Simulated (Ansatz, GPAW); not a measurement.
# A 2-layer slab of Rh(111): work function by functional and basis, part 2 of 2

How far do functional and basis move the work function of a 2-layer slab of Rh(111)?

GPAW 26.7.0 and Ansatz 0.2.0; GPAW, PAW setups; slab in vacuum (the session's first sound run).

So far, upper work function (eV): step 2 (relaxation, PBE, GPAW) 5.16; step 6 (self-consistent run: xc = "LDA") 5.54; step 7 (self-consistent run: xc = "vdW-DF2", GPAW, PAW setups, GPAW) 5.45; step 8 (real-space grid: mode = "fd", PBE, GPAW) 5.17; step 9 (atomic orbitals: mode = "lcao", PBE, GPAW) 5.19.

## 11. A second plane-wave code

A second program with its own datasets checks the number independently.

This step: Ansatz plane waves; slab in vacuum with a dipole correction (Ansatz 0.2.0).

input.yaml reads:

```yaml
crystal:
  lattice:
    - [2.6870057685, 0.0, 0.0]
    - [1.3435028843, 2.3270152556, 0.0]
    - [0.0, 0.0, 20.1939310229]
  atoms:
    - { symbol: Rh, position: [0.6666689943, 0.666665161, 0.4456784561] }
    - { symbol: Rh, position: [0.0, 0.0, 0.5528073956] }
kpoints:
  mp_grid: { grid: [13, 13, 1] }
hamiltonian:
  xc: pbe
scf:
  occupations: { method: fermi_dirac, width: 0.1 }
efield:
  axis: 3
  dipole_correction: true
  ramp_width: 0.05
output:
  forces: true
  write_potential: true
  write_density: true
  volumetric_format: npy
  elf: true
```

Run with:

```
ansatz run input.yaml --threads 2 --pin off --max-ram 4096MiB --backend cpu --events-out ev --progress --plain --runs-dir out
```

Run time: 2.8 s. Hardware: 2 threads of Arm Neoverse V2, shared host; peak memory 0.39 GiB; 5.5 s of CPU time.

Numbers from this step:

```
free energy             : -12804.2578 eV
smearing term TS        : 0.1311 eV
symmetry operations     : 6
upper work function     : 5.188 eV
lower work function     : 5.188 eV
dipole along the normal : -1.27e-5 e·Å
dipole field            : -1.82e-5 V/Å
vacuum level above      : 6.021 eV
vacuum level below      : 6.020 eV
```

Table of electrostatic potential energy of an electron (with the applied field's), less the Fermi level, planar mean by z:

z (Å), electrostatic potential energy of an electron (with the applied field's), less the Fermi level, planar mean (eV) and a bar from the least value:
```
      0.0        5.2 ##############################
      0.5        5.2 ##############################
      1.0        5.2 ##############################
      1.5        5.2 ##############################
      2.0        5.2 ##############################
      2.5        5.2 ##############################
      3.0        5.2 ##############################
      3.5        5.2 ##############################
      4.0        5.2 ##############################
      4.5        5.2 ##############################
      5.0        5.2 ##############################
      5.5        5.2 ##############################
      6.0        5.2 ##############################
      6.5        5.1 ##############################
      7.0        4.9 ##############################
      7.5        4.0 #############################
      8.0        0.5 #########################
      8.5      -14.4 ###########
      9.0      -26.0 
      9.5      -14.6 ###########
     10.0       -1.1 ########################
     10.5       -8.5 #################
     11.0      -24.5 #
     11.5      -20.3 #####
     12.0       -2.7 ######################
     12.5        3.3 ############################
     13.0        4.7 ##############################
     13.5        5.1 ##############################
     14.0        5.2 ##############################
     14.5        5.2 ##############################
     15.0        5.2 ##############################
     15.5        5.2 ##############################
     16.0        5.2 ##############################
     16.5        5.2 ##############################
     17.0        5.2 ##############################
     17.5        5.2 ##############################
     18.0        5.2 ##############################
     18.5        5.2 ##############################
     19.0        5.2 ##############################
     19.5        5.2 ##############################
     20.0        5.2 ##############################
```

Table of valence density, planar mean by z:

```csv
z (Å),"valence density, planar mean (e/Å³)"
5.5,2.3e-4
6.0,8.5e-4
6.5,0.00322
7.0,0.0122
7.5,0.0469
8.0,0.207
8.5,1.22
9.0,2.48
9.5,1.23
10.0,0.359
10.5,0.751
11.0,2.30
11.5,1.80
12.0,0.363
12.5,0.0746
13.0,0.0188
13.5,0.00495
14.0,0.00132
14.5,3.5e-4
15.0,9.2e-5
```

Force by atom:

```csv
atom,x (eV/Å),y (eV/Å),z (eV/Å),size
Rh1,0.0000,0.0000,0.0925,0.0925
Rh2,0.0000,0.0000,-0.0925,0.0925
```

Electrostatic potential energy in the ca plane at fractional y = 0.667, with atoms of Rh within 0.2 Å of it. With pseudopotentials it is smooth inside the atoms' cores, unlike the true potential.

Values in eV, 5 rows by 16 columns, each cell a mean:
```
  6   6   6   6   6   6   6   4 -28 -37  -1  -3   4   6   6   6
  6   6   6   6   6   6   6   3 -38 -48  -1   2   5   6   6   6
  6   6   6   6   6   6   6   4 -26 -36  -1  -3   4   6   6   6
  6   6   6   6   6   6   6   5  -2  -5  -5 -19   3   6   6   6
  6   6   6   6   6   6   6   5  -2  -4  -6 -20   3   6   6   6
```
Columns run along c (16.0 Å, from fractional 0.01 to 0.80 of the cell; values clipped at the 3rd and 97th percentile), rows up along a (2.7 Å). Atoms in or near the plane, at fractional coordinates: Rh at (0.45, 0.67).

ELF in the ca plane at fractional y = 0.667, with atoms of Rh within 0.2 Å of it. It is the smooth field of the valence electrons, not physical close to the nuclei.

Values, 5 rows by 16 columns, each cell a mean:
```
0.00 0.00 0.00 0.00 0.00 0.00 0.02 0.11 0.45 0.54 0.24 0.25 0.20 0.06 0.01 0.00
0.00 0.00 0.00 0.00 0.00 0.00 0.02 0.10 0.58 0.67 0.26 0.26 0.21 0.06 0.01 0.00
0.00 0.00 0.00 0.00 0.00 0.00 0.02 0.11 0.44 0.52 0.23 0.25 0.20 0.06 0.01 0.00
0.00 0.00 0.00 0.00 0.00 0.00 0.03 0.15 0.26 0.25 0.26 0.36 0.17 0.05 0.01 0.00
0.00 0.00 0.00 0.00 0.00 0.00 0.03 0.14 0.26 0.24 0.26 0.36 0.17 0.05 0.01 0.00
```
Columns run along c (16.0 Å, from fractional 0.01 to 0.80 of the cell), rows up along a (2.7 Å). Atoms in or near the plane, at fractional coordinates: Rh at (0.45, 0.67).

Valence density in the ca plane at fractional y = 0.667, with atoms of Rh within 0.2 Å of it. It is the smooth field of the valence electrons, not physical close to the nuclei.

Ten steps, logarithmic in the rise over the least value, from '0' (0 e/Å³) to '9' (12 e/Å³), each cell a mean:
```
00000000000000000000013577632333211000000000
00000000000000000000014799742222210000000000
00000000000000000000014899852222210000000000
00000000000000000000014799742222210000000000
00000000000000000000012566532334311000000000
00000000000000000000011333322455421000000000
00000000000000000000001233223466421000000000
00000000000000000000012344322455421000000000
```
Columns run along c (16.0 Å, from fractional 0.01 to 0.80 of the cell), rows up along a (2.7 Å). Atoms in or near the plane, at fractional coordinates: Rh at (0.45, 0.67).

The upper face's work function is 5.188 eV, against 5.166 eV in the first plane-wave PBE run at this geometry.

## 12. Side by side

Results and costs are gathered.

This step: comparison of work functions, dipole and cost (GPAW 26.7.0).

Ladder, by row:

```csv
step,code,"work function, upper (eV)","work function, lower (eV)",dipole (e Å),wall time (s),peak memory (GiB),threads
pw,GPAW,5.166,5.166,-5.97e-5,18.03,0.17,2
RPBE,GPAW,4.997,4.997,-4.82e-5,17.9,0.17,2
LDA,GPAW,5.543,5.543,-6.26e-5,17.39,0.16,2
vdW-DF2,GPAW,5.454,5.453,-7.57e-5,23.11,0.27,2
fd,GPAW,5.165,5.165,-7.63e-5,69.05,0.34,2
lcao,GPAW,5.186,5.186,-7.00e-5,177.7,0.22,2
ansatz,Ansatz,5.188,5.188,-1.27e-5,2.84,0.386,2
```

## 13. Summary of results

* work function, both faces: 5.17 eV
* dipole along the normal: -6.0e-5 e Å, near the numerical noise

With plane waves and PBE the work function is 5.17 eV on the upper face and 5.17 eV on the lower. Over the sound runs of the table the upper face's work function spans 4.997 (RPBE) to 5.543 eV (LDA). The two plane-wave codes differ by 0.023 eV on the upper face. The runs had no spin polarisation, so a magnetic state, which thin layers of d-metal atoms can have, wasn't tested. The slab is only 2.2 Å thick between its outer nuclei, so the values belong to this film more than to the surface of the bulk metal. The in-plane lattice was kept as typed, which isn't the functional's own and leaves some strain; spin-orbit coupling and temperature are left out.

[Logs are printed without paths, hosts, clocks, repeated set-up lines and the standing remarks that a program may print on its own settings, such as how far it seeks lower states.]

[Hosts, paths, dates, database ids (printed as entryN), source tags and the programs' standing remarks are cut or masked in the printed files.]
